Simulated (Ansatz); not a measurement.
# Phonons of Sn2Pt (Fm-3m) against volume

Aim: how the phonons of Sn2Pt (Fm-3m) shift with volume, and the thermal expansion that follows.

Method: DFT PBEsol, scalar-relativistic, plane waves, PAW; PAW set soft_1, in Ansatz 0.2.0.

The database entry behind the starting cell differs from other determinations of this structure, so it need not match the best structure at room temperature.

### Step 1. The system as given

It takes space group Fm-3m (No. 225, cubic). The conventional cell has a = 6.454 Å, b = 6.454 Å, c = 6.454 Å, α = 90.00°, β = 90.00°, γ = 90.00°. Sn has 4 Pt at 2.79 Å nearest. Nearest to Pt lie 8 Sn at 2.79 Å. Farther neighbours, and contacts between anions beyond the nearest, are not listed.

### Step 2. The dispersion

Stability and thermal properties need the whole zone. Linear response on a 4×4×4 q mesh gives force constants as far as a supercell of that size would.

The input, input.yaml:

```yaml
crystal:
  lattice:
    - [0.0, 3.2270767534, 3.2270767534]
    - [3.2270767534, 0.0, 3.2270767534]
    - [3.2270767534, 3.2270767534, 0.0]
  atoms:
    - { symbol: Sn, position: [0.25, 0.25, 0.25] }
    - { symbol: Sn, position: [0.75, 0.75, 0.75] }
    - { symbol: Pt, position: [0.0, 0.0, 0.0] }
kpoints:
  mp_grid: { grid: [12, 12, 12] }
hamiltonian:
  xc: pbesol
  pseudopotentials: { kind: paw, azcp: { folder: soft_1 }, xc_functional: pbe }
scf:
  occupations: { method: methfessel_paxton, width: 0.2 }
output:
  eigenvalues: true
phonons:
  method: dfpt
  qmesh: [4, 4, 4]
  temperatures: { t_max: 1000, t_step: 50 }
  qpath:
    path:
      - [[0.0, 0.0, 0.0], [0.5, 0.0, 0.5], [0.625, 0.25, 0.625]]
      - [[0.375, 0.375, 0.75], [0.0, 0.0, 0.0], [0.5, 0.5, 0.5], [0.5, 0.25, 0.75], [0.5, 0.0, 0.5]]
    npoints: 10
```

On the command line:

```console
$ ansatz run input.yaml --threads 4 --pin off --max-ram 10240MiB --backend cpu --events-out ev --progress --plain --runs-dir out
```

The program printed:

```text
Warning: phonons: the dynamical matrix that this run interpolates holds no multipole term above the dipole-dipole one, and a site of this crystal is no centre of inversion, so its interpolated transverse optical and acoustic branches and sound speeds can stay off near Gamma, and the density of states and the thermodynamics with them. What a run solves at a wave vector of phonons.qpoints, Gamma apart, where the deck admits one, is free of this, and under fd what a larger phonons.supercell samples
Engine: ansatz 0.2.0, x86_64-unknown-linux-gnu
Pseudopotentials: kind: paw
Pseudopotential: Sn, paw, valence charge 14, recommended cutoff 420 eV (normal), soft_1/Sn.paw.azcp
Pseudopotential: Pt, paw, valence charge 18, recommended cutoff 420 eV (normal), soft_1/Pt.paw.azcp
Functional definition: PBEsol
  exchange = pbesol_x
  correlation = pbesol_c
Crystal: 3 atoms, lattice volume = 67.214 Å³
Basis set: ecut = 420 eV, 1363 PW (Γ), exchange–correlation on 64×64×64 points (8 copies of the dense FFT grid, shifted against one another)
Bands: 28, of which v1, the nominal top of the filled ones, is band 23 counted from 1 (22 counted from 0)
Symmetry: 48 space group operations
k-points: 72 of 1728
Non-local potential: Sn, projectors of the file, l = 0: 2, l = 1: 2, l = 2: 2, l = 3: 1
Non-local potential: Pt, projectors of the file, l = 0: 3, l = 1: 2, l = 2: 2, l = 3: 1
PAW form: soft (Blöchl's): semilocal exchange-correlation on the pseudo side does not see the compensation charge
PAW frozen core: Sn, regenerated for the run's functional, and the local potential with it (the file was generated under x = pbe(κ = 0.804, μ = 0.219515), c = pbe(β = 0.066725))
PAW frozen core: Pt, regenerated for the run's functional, and the local potential with it (the file was generated under x = pbe(κ = 0.804, μ = 0.219515), c = pbe(β = 0.066725))
PAW one-centre angular grid: Sn, 590 points (default); XC on 64 Gauss nodes
PAW one-centre angular grid: Pt, 590 points (default); XC on 64 Gauss nodes
Initial density: superposition of atomic densities (chi_scale 0.1, normalization cell, long waves kept (reshape's long-wave potential 0.00 eV rms))
Initial wavefunctions: pseudopotential atomic-orbital guess
Functional: x = pbesol(κ = 0.804, μ = 0.123457), c = pbesol(β = 0.046)
SCF iter   1: F=—  HF=-24287.838648 eV  |F-HF|=—  |Δ(HF+E_count)|=         —  Δρ=8.99e-2  dr2=7.44e0  ethr=3.10e-3  ⟨swp⟩=5.8  Hψ=8347  notcnv=0
preconditioner: auto → Kerker (q_TF=auto, 2.561 Å⁻¹)  [metal: Δε(μ)=0.037 eV  Ē_g=17.068 eV  σ=0.200 eV  W_gap=0.16  n_scr=14 (ndim 8)  ℏωp=27.9 eV  f_vac=0.008  D(μ)=1.51/eV (n_scr^D=14)]
SCF iter   2: F=—  HF=-24286.764358 eV  |F-HF|=—  |Δ(HF+E_count)|=    1.07e0  S|Δr|=    0.00e0  Δρ=4.15e-2  dr2=1.61e0  ethr=3.10e-3  ⟨swp⟩=2.0  Hψ=3366  notcnv=0  defer=12
SCF iter   3: F=—  HF=-24286.481618 eV  |F-HF|=—  |Δ(HF+E_count)|=   2.83e-1  S|Δr|=    0.00e0  Δρ=7.00e-3  dr2=4.07e-2  ethr=3.10e-3  ⟨swp⟩=2.0  Hψ=2784  notcnv=0  defer=12
SCF iter   4: F=—  HF=-24286.477890 eV  |F-HF|=—  |Δ(HF+E_count)|=   3.73e-3  S|Δr|=    0.00e0  Δρ=1.58e-3  dr2=3.10e-3  ethr=8.84e-5  ⟨swp⟩=1.6  Hψ=2728  notcnv=0  defer=14
SCF iter   5: F=—  HF=-24286.478171 eV  |F-HF|=—  |Δ(HF+E_count)|=   2.80e-4  S|Δr|=    0.00e0  Δρ=6.54e-4  dr2=7.46e-4  ethr=6.74e-6  ⟨swp⟩=2.0  Hψ=2453  notcnv=0  defer=14
SCF iter   6: F=—  HF=-24286.478424 eV  |F-HF|=—  |Δ(HF+E_count)|=   2.53e-4  S|Δr|=    0.00e0  Δρ=2.56e-4  dr2=8.04e-5  ethr=1.62e-6  ⟨swp⟩=2.5  Hψ=3323  notcnv=0  defer=14
SCF iter   7: F=—  HF=-24286.478443 eV  |F-HF|=—  |Δ(HF+E_count)|=   1.91e-5  S|Δr|=    0.00e0  Δρ=9.32e-5  dr2=1.48e-5  ethr=1.75e-7  ⟨swp⟩=2.0  Hψ=3212  notcnv=0  defer=14
SCF iter   8: F=—  HF=-24286.478438 eV  |F-HF|=—  |Δ(HF+E_count)|=   5.47e-6  S|Δr|=    0.00e0  Δρ=2.11e-5  dr2=5.85e-7  ethr=3.22e-8  ⟨swp⟩=2.0  Hψ=2645  notcnv=0  defer=14
SCF iter   9: F=—  HF=-24286.478439 eV  |F-HF|=—  |Δ(HF+E_count)|=   1.75e-6  S|Δr|=    0.00e0  Δρ=3.83e-6  dr2=7.94e-9  ethr=1.27e-9  ⟨swp⟩=2.0  Hψ=2636  notcnv=0  defer=14
SCF iter  10: F=—  HF=-24286.478439 eV  |F-HF|=—  |Δ(HF+E_count)|=   3.25e-9  S|Δr|=    0.00e0  Δρ=6.39e-7  dr2=2.47e-10  ethr=1.73e-11  ⟨swp⟩=2.8  Hψ=3568  notcnv=0  defer=14
SCF iter  11: F=-24286.478439 eV  HF=-24286.478439 eV  |F-HF|=1.46e-11  |Δ(HF+E_count)|=  1.02e-10  S|Δr|=    0.00e0  Δρ=1.45e-7  dr2=7.90e-12  ethr=1.00e-12  ⟨swp⟩=6.2  Hψ=10763  notcnv=0
SCF 1 converged in 11 iterations: F = -24286.478439 eV  dr2 = 7.90e-12
  greatest PAW one-centre occupation: 1.000 electrons in one spin orbital (limit 2), on the Pt atom at site 2 (counted from 0), in its partial waves of l = 0
Initial density: read from a saved state, or passed on in memory by an earlier SCF of this step, an earlier step, the calling program or the single point that the run made first
iter 1 solved again at ethr=4.79e-8 eV; its pass at ethr=3.10e-3 eV (dr2=2.20e-5 eV) is discarded
SCF iter   1: F=—  HF=-24286.478436 eV  |F-HF|=—  |Δ(HF+E_count)|=         —  Δρ=3.67e-7  dr2=9.81e-11  ethr=4.79e-8  ⟨swp⟩=4.1  Hψ=14341  notcnv=0
eigensolver tolerance schedule: the retry pair's looser diagonalisation over-reported the residual by 224439.11 of it (diagonalisation noise at an unbounded share of the residual, at the tolerance the schedule requests for it); recorded, not acted on — ethr = c·dr2/N_el stays at c = 1.0e-1
preconditioner: auto → LDOS  [metal: Δε(μ)=0.062 eV  Ē_g=17.047 eV  σ=0.200 eV  W_gap=0.26  n_scr=14 (ndim 8)  ℏωp=27.9 eV  f_vac=0.042  D(μ)=1.23/eV (n_scr^D=8)  β→1.0]
SCF iter   2: F=—  HF=-24286.478439 eV  |F-HF|=—  |Δ(HF+E_count)|=   2.86e-6  S|Δr|=    0.00e0  Δρ=3.99e-7  dr2=1.34e-10  ethr=1.00e-12  ⟨swp⟩=3.5  Hψ=5354  notcnv=0
SCF iter   3: F=—  HF=-24286.478439 eV  |F-HF|=—  |Δ(HF+E_count)|=  1.46e-11  S|Δr|=    0.00e0  Δρ=1.38e-7  dr2=1.41e-11  ethr=1.00e-12  ⟨swp⟩=1.0  Hψ=2016  notcnv=0
SCF iter   4: F=-24286.478439 eV  HF=-24286.478439 eV  |F-HF|=0.00e0  |Δ(HF+E_count)|=  1.46e-11  S|Δr|=    0.00e0  Δρ=9.25e-8  dr2=7.41e-12  ethr=1.00e-12  ⟨swp⟩=3.1  Hψ=4867  notcnv=0
SCF 2 converged in 4 iterations: F = -24286.478439 eV  dr2 = 7.41e-12
phonons: the bands overlap, so this run is a metal and interpolates without the dipole-dipole term. If the crystal is really an insulator or semiconductor, its LO-TO splitting is missing
NSCF: frozen V_eff on 72 k-points
WARN: eigensolver did not converge (k=6): 1 band(s) unlocked after 20 sweeps at ethr=1.49e-12 eV (storage-precision floor; scheduled 1.00e-12 eV) (lowest unlocked band 27, counted from 0; max residual 6.43e-5 eV among the unlocked bands, 6.43e-5 eV over every band; other slots of this pass that fall short are told together in one closing line; warning suppressed until the next SCF loop or pass starts)
NSCF: frozen V_eff on 163 k-points
DFPT response loops at q = (0, 0, 0) (fractional): preconditioner auto → Kerker (q_TF=auto, 2.561 Å⁻¹) (partly filled bands, converged f_vac=0.042); β = 1.00, the filter's whole step (`scf.mixing.beta` (0.50) is not read by the response loops under this deck's `scf.mixing.preconditioner`; to damp them name `kerker` or `kerker_dos`, under which they read `scf.mixing.beta`, and type it under 1.00, their step now; both keys bind the ground state too); Broyden in place of MSR1
NSCF: frozen V_eff on 1872 k-points
DFPT response loops at q = (0, 0, 0.25) (fractional): mixed as the last ones told, above
NSCF: frozen V_eff on 952 k-points
DFPT response loops at q = (0, 0, -0.5) (fractional): mixed as the last ones told, above
NSCF: frozen V_eff on 1020 k-points
DFPT response loops at q = (0, 0.25, 0.25) (fractional): mixed as the last ones told, above
NSCF: frozen V_eff on 3456 k-points
DFPT response loops at q = (0, 0.25, -0.5) (fractional): mixed as the last ones told, above
NSCF: frozen V_eff on 1872 k-points
DFPT response loops at q = (0, 0.25, -0.25) (fractional): mixed as the last ones told, above
NSCF: frozen V_eff on 560 k-points
DFPT response loops at q = (0, -0.5, -0.5) (fractional): mixed as the last ones told, above
NSCF: frozen V_eff on 1020 k-points
DFPT response loops at q = (0.25, -0.5, -0.25) (fractional): mixed as the last ones told, above
SCF converged after 11 iterations
Stability not checked: this state was not tested for a lower state beside it, because cold or Methfessel-Paxton smearing, or corrected tetrahedra, fill the levels in a way that the test cannot read (fill_not_monotonic; see scf.lower_state_search)
Free energy (F): -24286.478439 eV
Harris-Foulkes:  -24286.478439 eV  (|F-HF|=1.46e-11)
Internal energy: -24286.477537 eV  (E = F + TS)
E sigma→0 (E₀):  -24286.478214 eV
Entropy (-TS):   -0.000902 eV (-0.301 meV/atom)
Fermi energy:    14.257541 eV
--- Per-component energies (eV) ---
  E_band       = -378.299910
  E_kinetic    = 936.092195
  E_local      = -4113.619601  (includes V_loc(G=0)·N_el)
  E_nonlocal   = 500.726805
  E_hartree    = 1851.037930
  E_xc         = -482.068525
  E_vxc        = -433.982819  (∫ρ·V_xc dr)
  E_paw        = -17939.204376  (= ΣΔE_a)
  E_vpaw       = -969.594178  (= ΣTr[D̂ρ^β])
  E_aug_tail   = 0.001745  (compensation charges beyond the density's cutoff)
  E_ewald      = -5040.300421
  E_core_change = 0.856710  (= ΣΔE_core)
  E_smearing   = -0.000902  (= −TS)
  E_closure    = -0.000000  (closes the sum)
  Σ components = -24286.478439   (vs F -24286.478439, Δ=0.00e0)
--- Band table (eV; the first three rows and the last of 72) ---
  k-point 0: bands = [... 19 lower, 10.6765, 11.2881, 16.6385, 16.6385, 16.6385, 16.9640, 16.9640, 16.9640, ... 1 higher]
  k-point 1: bands = [... 19 lower, 10.6570, 11.5766, 15.3596, 16.1334, 16.1334, 17.2494, 17.2494, 17.2728, ... 1 higher]
  k-point 2: bands = [... 19 lower, 10.6126, 12.0706, 14.0203, 15.4538, 15.4538, 16.9299, 17.2990, 17.2990, ... 1 higher]
  k-point 71: bands = [... 19 lower, 10.6002, 10.6002, 10.7924, 12.0571, 16.3952, 16.3952, 18.5237, 19.2631, ... 1 higher]
--- Phonons (Γ-DFPT): 2 representative perturbations + reference (Σ response iterations 6) ---
  ASR residual: 1.618e-4 → 0.000e0 eV/Å²; symmetrization residual: 2.651e-6 eV/Å²
  ASR residual per site (eV/Å²): 1.65e-5 1.65e-5 1.62e-4
  Γ frequencies (cm⁻¹): 0.00 0.00 0.00 130.77 130.77 130.77 139.08 139.08 139.08
--- Phonons (arbitrary-q DFPT): 8 irreducible q on the 4×4×4 mesh ---
  q = [0.0000, 0.0000, 0.0000] (star 1, of the zone-centre solve; hermiticity 7.87e-7, symmetrization 2.68e-12): -0.00 -0.00 0.00 130.77 130.77 130.77 139.08 139.08 139.08
  q = [0.0000, 0.0000, 0.2500] (star 8, 2 solved perturbations on 936 of 1728 k-point pairs; hermiticity 2.29e-6, symmetrization 3.39e-12): 34.80 34.80 73.98 123.93 125.21 125.21 145.67 145.67 150.58
  q = [0.0000, 0.0000, -0.5000] (star 4, 2 solved perturbations on 476 of 1728 k-point pairs; hermiticity 1.72e-6, symmetrization 2.96e-7): 49.95 49.95 87.77 120.35 120.35 137.76 145.80 145.80 150.63
  q = [0.0000, 0.2500, 0.2500] (star 6, 4 solved perturbations in 1608 linear systems a pass and spin channel, the states on 510 of 1728 k-point pairs; hermiticity 6.72e-6, symmetrization 6.28e-13): 38.99 38.99 73.16 112.04 112.04 119.92 151.82 157.64 157.64
  q = [0.0000, 0.2500, -0.5000] (star 24, 4 solved perturbations in 5328 linear systems a pass and spin channel, the states on 1728 of 1728 k-point pairs; hermiticity 2.52e-6, symmetrization 8.16e-8): 55.58 66.95 89.17 95.95 103.34 118.37 157.03 158.82 165.78
  q = [0.0000, 0.2500, -0.2500] (star 12, 4 solved perturbations in 2892 linear systems a pass and spin channel, the states on 936 of 1728 k-point pairs; hermiticity 2.48e-6, symmetrization 2.67e-12): 55.05 56.75 83.11 100.74 121.05 140.27 143.36 144.69 161.84
  q = [0.0000, -0.5000, -0.5000] (star 3, 4 solved perturbations in 886 linear systems a pass and spin channel, the states on 280 of 1728 k-point pairs; hermiticity 1.73e-6, symmetrization 2.79e-8): 66.62 66.62 79.55 86.25 86.25 98.56 167.03 167.03 179.91
  q = [0.2500, -0.5000, -0.2500] (star 6, 4 solved perturbations in 1544 linear systems a pass and spin channel, the states on 510 of 1728 k-point pairs; hermiticity 2.25e-6, symmetrization 1.56e-7): 80.69 80.69 80.72 83.25 85.10 138.08 138.08 166.75 168.59
  sum rule: each row above includes the acoustic sum rule's correction from the zone centre's row sums; it moved no ω² by more than (0.47 cm⁻¹)²
  mesh force constants: q→R imaginary residual 5.13e-18; ASR residual 1.618e-4 → 0.000e0 eV/Å²; symmetrization residual 4.441e-15 eV/Å²
  interpolated dispersion: 62 rows × 9 modes
  density of states and harmonic sums: on the 20×20×20 q-mesh, interpolated from the force constants of a 4×4×4 supercell (no non-analytic term)
  largest difference from the sums on the solved wave vectors: F 1.45e-2 eV, S 1.85e-5 and C_V 4.01e-6 eV/K
  zero-point energy: 0.061818 eV/cell   skipped modes (ω ≤ 0): 3   left out of the sums: 4.17e-5 of the cell's modes: C_V's classical limit lies that fraction below 3 k_B per atom; for a crystal, a wire or a layer, F and S can be off by more, and a phonons.interpolated_qmesh denser along its periods is the remedy for the sampling
```

Run time: 9.9 min. Hardware: 4 threads of Intel Xeon Platinum 8488C (Sapphire Rapids), shared host; peak memory 6.1 GiB.

This step gave:

| Quantity | Value |
| --- | --- |
| volume per atom | 22.40 Å³ |
| gap on the k-mesh | 0 eV |
| sum-rule residual before enforcement | 1.62e-4 eV/Å² |
| lowest frequency on the path | 0 cm⁻¹ |
| point group | m-3m |
| highest frequency on path, mesh or solved points | 179.9 cm⁻¹ |
| mean frequency | 110.8 cm⁻¹ |
| Debye temperature (second moment) | 219 K |
| logarithmic mean frequency | 102.1 cm⁻¹ |
| highest optical mode at the zone centre (no LO-TO term) | 139.1 cm⁻¹ |
| lowest optical zone-centre mode | 130.8 cm⁻¹ |
| lowest mode on the q mesh (acoustic modes at Γ apart) | 34.8 cm⁻¹ |
| zero-point energy per atom | 20.61 meV |
| heat capacity at 300 K | 24.29 J/(mol atoms K) |
| vibrational entropy at 300 K | 43.09 J/(mol atoms K) |

Frequencies (cm⁻¹) solved at each irreducible wavevector; negative means imaginary. Frequencies by wavevector, by row:

```tsv
q in reciprocal lattice units	star	mode 1	mode 2	mode 3	mode 4	mode 5	mode 6	mode 7	mode 8	mode 9
0 0 0	1	0	0	0	130.8	130.8	130.8	139.1	139.1	139.1
0 0 0.25	8	34.8	34.8	74	123.9	125.2	125.2	145.7	145.7	150.6
0 0 -0.5	4	50	50	87.8	120.3	120.3	137.8	145.8	145.8	150.6
0 0.25 0.25	6	39	39	73.2	112	112	119.9	151.8	157.6	157.6
0 0.25 -0.5	24	55.6	67	89.2	96	103.3	118.4	157	158.8	165.8
0 0.25 -0.25	12	55	56.8	83.1	100.7	121	140.3	143.4	144.7	161.8
0 -0.5 -0.5	3	66.6	66.6	79.5	86.2	86.2	98.6	167	167	179.9
0.25 -0.5 -0.25	6	80.7	80.7	80.7	83.2	85.1	138.1	138.1	166.8	168.6
```

Symmetry leaves 8 wavevectors to solve. The lowest mode among them, the acoustic zeros apart, lies at q = (0, 0, 0.25) and is real, 34.8 cm⁻¹.

### Step 3. Relaxing at another volume, volume ratio 0.97

The volume is scaled by 0.97 and held; symmetry leaves nothing to relax, so this is a single point. The modes can then be followed against volume.

input.yaml, the sections that differ from step 2:

```yaml
crystal:
  lattice:
    - [0.0, 3.1944777897, 3.1944777897]
    - [3.1944777897, 0.0, 3.1944777897]
    - [3.1944777897, 3.1944777897, 0.0]
  atoms:
    - { symbol: Sn, position: [0.25, 0.25, 0.25] }
    - { symbol: Sn, position: [0.75, 0.75, 0.75] }
    - { symbol: Pt, position: [0.0, 0.0, 0.0] }
output:
  forces: true
  stress: true
  eigenvalues: true
# kpoints, hamiltonian, scf: as in step 2
# phonons: removed
```

The program printed:

```text
[...]
Crystal: 3 atoms, lattice volume = 65.197 Å³
Basis set: ecut = 420 eV, 1243 PW (Γ), exchange–correlation on 64×64×64 points (8 copies of the dense FFT grid, shifted against one another)
Bands: 28, of which v1, the nominal top of the filled ones, is band 23 counted from 1 (22 counted from 0)
Symmetry: 48 space group operations
[...]
k-points: 72 of 1728
[...]
k-point 0: bands = [... 19 lower, 11.1306, 12.0152, 17.3099, 17.3099, 17.3099, 17.6073, 17.6073, 17.6073, ... 1 higher]
  k-point 1: bands = [... 19 lower, 11.1099, 12.2852, 15.9779, 16.7710, 16.7710, 17.9157, 17.9157, 17.9612, ... 1 higher]
  k-point 2: bands = [... 19 lower, 11.0626, 12.7411, 14.6227, 16.0661, 16.0661, 17.6011, 17.9614, 17.9614, ... 1 higher]
  k-point 71: bands = [... 19 lower, 11.0631, 11.0631, 11.2497, 12.5650, 17.0917, 17.0917, 19.2097, 19.8636, ... 1 higher]
[key lines of the parts left out:]
SCF converged after 9 iterations
Free energy (F): -24286.456998 eV
Fermi energy:    14.873434 eV
P = ⅓ Tr σ = 3.5157 GPa (35.157 kbar)
```

Run time: 1.5 s. Hardware: 4 threads; peak memory 0.57 GiB.

This step gave:

```yaml
pressure: 3.516 GPa
volume_per_atom: 21.73 Å³
```

The run ends at a pressure of 3.52 GPa.

(Part 1 of 2 ends here.)

[Long decimals in the printed logs are rounded to 6 places.]

[Logs are printed without paths, hosts, clocks, repeated set-up lines and the standing remarks that a program may print on its own settings, such as how far it seeks lower states.]

[Hosts, paths, dates, database ids (printed as entryN), source tags and the programs' standing remarks are cut or masked in the printed files.]

[Where the starting crystal was built by hand or by swapping elements, it need not be the compound's stable phase.]
